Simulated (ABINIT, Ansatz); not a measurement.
Planning a run of ABINIT 10.8.3 on CdTe (F-43m). The input:

```
acell 3*1.0 Angstrom
rprim 
  0.000000000000 3.240000000000 3.240000000000
  3.240000000000 0.000000000000 3.240000000000
  3.240000000000 3.240000000000 0.000000000000
ntypat 2
znucl 48 52
natom 2
typat 1 2
xred 
  0.000000000000 0.000000000000 0.000000000000
  0.250000000000 0.250000000000 0.250000000000
pp_dirpath "pseudos"
pseudos "Cd.upf, Te.upf"
ecut 47
ngkpt 4 4 4
nshiftk 1
shiftk 0 0 0
kptopt 1
chksymbreak 0
istwfk *1
occopt 1
irdwfk 1
optdriver 4
nband 271
gwcalctyp 0
ecutsigx 47
symsigma 1
nkptgw 1
kptgw 
  0.0000000000 0.0000000000 0.0000000000
bdgw 
  20 26
ecuteps 7.8
irdscr 1
ppmodel 4
indata_prefix "in"
outdata_prefix "out"
tmpdata_prefix "tmp"
```

```sh
OMP_NUM_THREADS=1 mpirun -n 8 abinit run.abi > log
```

Estimate wall time and host memory on 8 MPI ranks of Arm Neoverse N1, shared host.

It took 31 s; on shared hardware allow 15 s to 61 s. Peak host memory was 3.8 GiB.

[Long decimals in the printed logs are rounded to 6 places.]

[Logs are printed without paths, hosts, clocks, repeated set-up lines and the standing remarks that a program may print on its own settings, such as how far it seeks lower states.]

[Paths, hosts, dates, memory and timing lines, banners, echoed tables and standing remarks are left out of the program output; an Ansatz launch command may be rebuilt from the run's recorded settings. Measured values are a selection of at most five: reports struck by readers or far from the other reports are left out. None is set beside runs whose start may be inverted or whose files or cutoffs have a known fault.]

[Runs of the session that timed out or met a known fault of the program may be left out.]

[Hosts, paths, dates, database ids (printed as entryN), source tags and the programs' standing remarks are cut or masked in the printed files.]

[G0W0 gaps are taken among the corrected bands and points alone; a level outside them can change the order at an edge.]

[Where Ansatz stands beside ABINIT at settings called matched, ABINIT's density can come from a denser mesh and the files from another edition; pairs whose starting gaps differed by over 0.03 eV were left out, so agreement reads better than it is.]
